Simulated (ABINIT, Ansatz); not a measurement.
# H6PbCNCl3 (Pm): bands and cutoff in G0W0 with ABINIT, part 2 of 2

Wanted: a converged G0W0 gap of H6PbCNCl3 (Pm), or an estimate of the limit.

ABINIT 10.8.3; PBEsol and many-body steps on it, plane waves. Known limits of the many-body steps: not at the basis limit; no spin-orbit coupling; coarse k mesh.

So far. Step 3 (Screening, 2×2×2 mesh, 71 bands, screening to 59.9 eV): Local fields lower ε∞ by 12 %. On a Γ-centred mesh this coarse the value itself is usually too large, while a short band sum pulls it down. Step 4 (71 bands, 59.9 eV): The gap on the mesh goes from 2.46 eV to 4.07 eV, a correction of +1.61 eV.

### Step 6. 167 bands, 114.3 eV

This step: G0W0 on PBEsol, plane waves, norm-conserving pseudopotentials.

The input, run.abi:

```
acell 3*1.0 Angstrom
rprim 
  5.752832000000 0.000000000000 0.000000000000
  0.000000000000 5.764671000000 0.000000000000
  -0.002604000000 0.000000000000 5.855201000000
ntypat 5
znucl 1 82 6 7 17
natom 12
typat 1 1 1 1 1 1 2 3 4 5 5 5
xred 
  0.879476000000 0.500000000000 0.790423000000
  0.813252000000 0.344072000000 0.047387000000
  0.813252000000 0.655928000000 0.047387000000
  0.229661000000 0.354316000000 0.978538000000
  0.229661000000 0.645684000000 0.978538000000
  0.170957000000 0.500000000000 0.216412000000
  0.473988000000 0.000000000000 0.483874000000
  0.894268000000 0.500000000000 0.976848000000
  0.144932000000 0.500000000000 0.040731000000
  0.427891000000 0.000000000000 0.975558000000
  0.429192000000 0.500000000000 0.520036000000
  0.971826000000 0.000000000000 0.439660000000
pp_dirpath "pseudos"
pseudos "H.upf, Pb.upf, C.upf, N.upf, Cl.upf"
ecut 37
ngkpt 2 2 2
nshiftk 1
shiftk 0 0 0
kptopt 1
chksymbreak 0
istwfk *1
occopt 1
irdwfk 1
optdriver 4
nband 167
gwcalctyp 0
ecutsigx 37
symsigma 1
nkptgw 2
kptgw 
  0.5000000000 0.5000000000 0.5000000000
  0.0000000000 0.0000000000 0.0000000000
bdgw 
  28 31
  28 31
ecuteps 4.2
irdscr 1
ppmodel 1
indata_prefix "in"
outdata_prefix "out"
tmpdata_prefix "tmp"
```

On the command line:

```sh
OMP_NUM_THREADS=1 mpirun -n 4 abinit run.abi > log
```

Numbers of over 12 decimals in the logs are rounded to 6 here.

Output:

```text
.Version 10.8.3 of ABINIT. v10.8.2 released Aug 2026.

 Symmetries : space group Pm (#  6); Bravais mP (primitive monocl.)
[... echo of the input left out ...]
== DATASET  1 ==================================================================
-   mpi_nproc: 4, omp_nthreads: 1 (-1 if OMP is not activated)

--- !DatasetInfo
iteration_state: {dtset: 1, }
dimensions: {natom: 12, nkpt: 8, mband: 167, nsppol: 1, nspinor: 1, nspden: 1, mpw: 14134, }
cutoff_energies: {ecut:  37.0, pawecutdg:  -1.0, }
electrons: {nelect:   5.80000000E+01, charge:   0.00000000E+00, occopt:   1.00000000E+00, tsmear:   1.00000000E-02, }

 SIGMA: Calculation of the GW corrections

 Based on a program developped by R.W. Godby, V. Olevano, G. Onida, and L. Reining.
 Incorporated in ABINIT by V. Olevano, G.-M. Rignanese, and M. Torrent.
.Using double precision arithmetic ; gwpc =  8

[... cell and pseudopotentials left out ...]
--------------------------------------------------------------------------------

 ==== K-mesh for the wavefunctions ====
 Number of points in the irreducible wedge :     8
[... list of points left out ...]
 Together with  2 symmetry operations and time-reversal symmetry
 yields     8 points in the full Brillouin Zone.

 ==== Q-mesh for screening function ====
 Number of points in the irreducible wedge :     8
[... list of points left out ...]
 Together with  2 symmetry operations and time-reversal symmetry
 yields     8 points in the full Brillouin Zone.

 vcoul_init : cutoff-mode = AUXILIARY_FUNCTION
 q-points for optical limit:   1
     1)      0.000010    0.000020    0.000030
 setmesh: FFT mesh size selected  =    60x   60x   64
          total number of points  =       230400

 Number of electrons calculated from density =   58.0000; Expected =   58.0000
[...]
number of omega for Sigma on real axis              0
 max omega for Sigma on real axis  [eV]           0.00
 zcut for avoiding poles [eV]                     0.10

 EPSILON^-1 parameters (SCR file):
 dimension of the eps^-1 matrix on file            523
 dimension of the eps^-1 matrix used               523
 number of plane-waves for wavefunctions         14083
 number of bands                                   167
 number of q-points in IBZ                           8
 number of frequencies                               2
 number of real frequencies                          1
 number of imag frequencies                          1

 matrix elements of self-energy operator (all in [eV])

 Perturbative Calculation

--- !SelfEnergy_ee
iteration_state: {dtset: 1, }
kpoint     : [   0.500,    0.500,    0.500, ]
spin       : 1
KS_gap     :    2.463
QP_gap     :    4.082
Delta_QP_KS:    1.619
data: !SigmaeeData |
     Band     E0 <VxcDFT>   SigX SigC(E0)      Z dSigC/dE  Sig(E)    E-E0       E
       28  -0.548 -13.932 -18.306   3.040   0.774  -0.292 -14.965  -1.033  -1.581
       29   0.627 -15.051 -17.601   1.889   0.793  -0.261 -15.575  -0.524   0.104
       30   3.091 -10.596  -6.392  -2.874   0.823  -0.215  -9.501   1.095   4.186
[...]
--- !SelfEnergy_ee
iteration_state: {dtset: 1, }
kpoint     : [   0.000,    0.000,    0.000, ]
spin       : 1
KS_gap     :    5.799
QP_gap     :    7.613
Delta_QP_KS:    1.814
data: !SigmaeeData |
     Band     E0 <VxcDFT>   SigX SigC(E0)      Z dSigC/dE  Sig(E)    E-E0       E
[...]
30   5.101  -7.648  -3.631  -3.098   0.843  -0.186  -6.873   0.776   5.877
       31   6.045 -11.497  -6.923  -3.154   0.807  -0.239 -10.351   1.146   7.190

== END DATASET(S) ==============================================================
================================================================================

 -outvars: echo values of variables after computation  --------
           etotal      0.0000000000E+00
            nband         167
             nkpt           8
          spgroup           6
 [... the other variables as echoed above ...]

 Calculation completed.
```

The job ended after 42 s (4 MPI ranks of Arm Neoverse V1, shared host; peak memory 2.7 GiB; 2.8 min of CPU time).

This step gave:

| Quantity | Value |
| --- | --- |
| G0W0 gap on the points computed | 4.082 eV |
| starting gap on the mesh | 2.463 eV |
| k of the valence top | 0.5, 0.5, 0.5 |
| k of the conduction bottom | 0.5, 0.5, 0.5 |
| Z at the valence top | 0.793 |
| Z at the conduction bottom | 0.823 |
| least direct G0W0 gap on the computed points | 4.082 eV |

Against G0W0 in ABINIT (2×2×2 mesh, 71 bands, screening to 59.9 eV, Godby-Needs plasmon pole), the gap moves by +0.009 eV.

### Step 7. Screening, 2×2×2 mesh, 368 bands, screening to 174.2 eV

This step: RPA screening on PBEsol, plane waves, norm-conserving pseudopotentials.

run.abi, as its differences from that of step 6:

```diff
@@ -33,17 +33,8 @@
 irdwfk 1
-optdriver 4
-nband 167
-gwcalctyp 0
-ecutsigx 37
-symsigma 1
-nkptgw 2
-kptgw 
-  0.5000000000 0.5000000000 0.5000000000
-  0.0000000000 0.0000000000 0.0000000000
-bdgw 
-  28 31
-  28 31
-ecuteps 4.2
-irdscr 1
-ppmodel 1
+optdriver 3
+nband 368
+ecuteps 6.4
+inclvkb 2
+awtr 1
+symchi 1
 indata_prefix "in"
```

Output:

```text
.Version 10.8.3 of ABINIT. v10.8.2 released Aug 2026.

 Symmetries : space group Pm (#  6); Bravais mP (primitive monocl.)
[... echo of the input left out ...]
== DATASET  1 ==================================================================
-   mpi_nproc: 4, omp_nthreads: 1 (-1 if OMP is not activated)

--- !DatasetInfo
iteration_state: {dtset: 1, }
dimensions: {natom: 12, nkpt: 8, mband: 368, nsppol: 1, nspinor: 1, nspden: 1, mpw: 14134, }
cutoff_energies: {ecut:  37.0, pawecutdg:  -1.0, }
[...]
--------------------------------------------------------------------------------
[... chi0 elements left out ...]
 For q-point:  0.000010 0.000020 0.000030
  dielectric constant =   4.8758
  dielectric constant without local fields =   5.5968

  Average fulfillment of the sum rule on Im[epsilon] for q-point    1 :     78.28  [%]
[... wings left out ...]
  q-point number  2        q = ( 0.500000, 0.000000, 0.000000) [r.l.u.]
--------------------------------------------------------------------------------
[... chi0 elements left out ...]
  Average fulfillment of the sum rule on Im[epsilon] for q-point    2 :     81.87  [%]

 [... 6 further q-points ...]
```

The job ended after 14 min (4 MPI ranks; peak memory 6.9 GiB; 56 min of CPU time).

This step gave:

```
ε∞ with local fields, on this mesh, along the program's q direction : 4.876
the same without local fields                                       : 5.597
plasma frequency                                                    : 20.29 eV
plane waves in the screening matrix                                 : 1021
```

### Step 8. 368 bands, 174.2 eV

This step: G0W0 on PBEsol, plane waves, norm-conserving pseudopotentials.

run.abi, as its differences from that of step 7:

```diff
@@ -33,8 +33,17 @@
 irdwfk 1
-optdriver 3
+optdriver 4
 nband 368
+gwcalctyp 0
+ecutsigx 37
+symsigma 1
+nkptgw 2
+kptgw 
+  0.5000000000 0.5000000000 0.5000000000
+  0.0000000000 0.0000000000 0.0000000000
+bdgw 
+  28 31
+  28 31
 ecuteps 6.4
-inclvkb 2
-awtr 1
-symchi 1
+irdscr 1
+ppmodel 1
 indata_prefix "in"
```

Output:

```text
.Version 10.8.3 of ABINIT. v10.8.2 released Aug 2026.

 Symmetries : space group Pm (#  6); Bravais mP (primitive monocl.)
[... echo of the input left out ...]
== DATASET  1 ==================================================================
-   mpi_nproc: 4, omp_nthreads: 1 (-1 if OMP is not activated)

--- !DatasetInfo
iteration_state: {dtset: 1, }
dimensions: {natom: 12, nkpt: 8, mband: 368, nsppol: 1, nspinor: 1, nspden: 1, mpw: 14134, }
cutoff_energies: {ecut:  37.0, pawecutdg:  -1.0, }
[...]
Band     E0 <VxcDFT>   SigX SigC(E0)      Z dSigC/dE  Sig(E)    E-E0       E
[...]
30   5.101  -7.648  -3.631  -3.277   0.841  -0.189  -7.025   0.624   5.724
       31   6.045 -11.497  -6.923  -3.529   0.804  -0.244 -10.657   0.840   6.885

== END DATASET(S) ==============================================================
================================================================================

 -outvars: echo values of variables after computation  --------
           etotal      0.0000000000E+00
            nband         368
             nkpt           8
          spgroup           6
 [... the other variables as echoed above ...]

 Calculation completed.
```

Wall time 4.8 min (4 MPI ranks); peak memory 7.2 GiB; 19 min of CPU time.

Numbers from this step:

```
G0W0 gap on the points computed              : 4.128 eV
starting gap on the mesh                     : 2.463 eV
k of the valence top                         : 0.5, 0.5, 0.5
k of the conduction bottom                   : 0.5, 0.5, 0.5
least direct G0W0 gap on the computed points : 4.128 eV
```

Against G0W0 in ABINIT (2×2×2 mesh, 167 bands, screening to 114.3 eV, Godby-Needs plasmon pole), the gap moves by +0.046 eV.

### Step 9. Side by side

Times are wall times on 4 MPI ranks of Arm Neoverse V1, shared host, good to a factor of about two. A run's time includes the screening step that it read.

```csv
run,mesh,bands,screening cutoff (eV),DFT gap (eV),gap on the mesh (eV),direct (eV),ε∞ used,time
"71 bands, 59.9 eV",2×2×2,71,59.9,2.463,4.073,4.073,4.88,69 s
"167 bands, 114.3 eV",2×2×2,167,114.3,2.463,4.082,4.082,4.87,4.4 min
"368 bands, 174.2 eV",2×2×2,368,174.2,2.463,4.128,4.128,4.88,19 min
```

### Step 10. Outcome

| Quantity | Value |
| --- | --- |
| 71 bands, 59.9 eV | 4.073 eV |
| 167 bands, 114.3 eV | 4.082 eV |
| 368 bands, 174.2 eV | 4.128 eV |
| known limits | not at the basis limit; no spin-orbit coupling; coarse k mesh |

From the first rung to the last the gap moves by +0.06 eV for 17 times the time. The steps are not yet shrinking, so no limit is drawn. In the G0W0 runs levels were corrected at 2 k points alone, so a gap called «on the mesh» is the least over those, and an edge elsewhere would be missed. The 2×2×2 mesh is coarse for this cell, which bears on the long-range parts of exchange and screening. Where an edge is built on 6p states of lead, bismuth or thallium, scalar-relativistic gaps usually stand too wide, by a few tenths to over one eV. The many-body steps are scalar-relativistic: spin-orbit coupling is not in them.

[Paths, hosts, dates, memory and timing lines, banners, echoed tables and standing remarks are left out of the program output.]

[Logs are printed without paths, hosts, clocks, repeated set-up lines and the standing remarks that a program may print on its own settings, such as how far it seeks lower states.]

[Runs of the session that timed out or met a known fault of the program may be left out.]

[Hosts, paths, dates, database ids (printed as entryN), source tags and the programs' standing remarks are cut or masked in the printed files.]

[G0W0 gaps are taken among the corrected bands and points alone; a level outside them can change the order at an edge.]

[Where Ansatz stands beside ABINIT at settings called matched, ABINIT's density can come from a denser mesh and the files from another edition; pairs whose starting gaps differed by over 0.03 eV were left out, so agreement reads better than it is.]
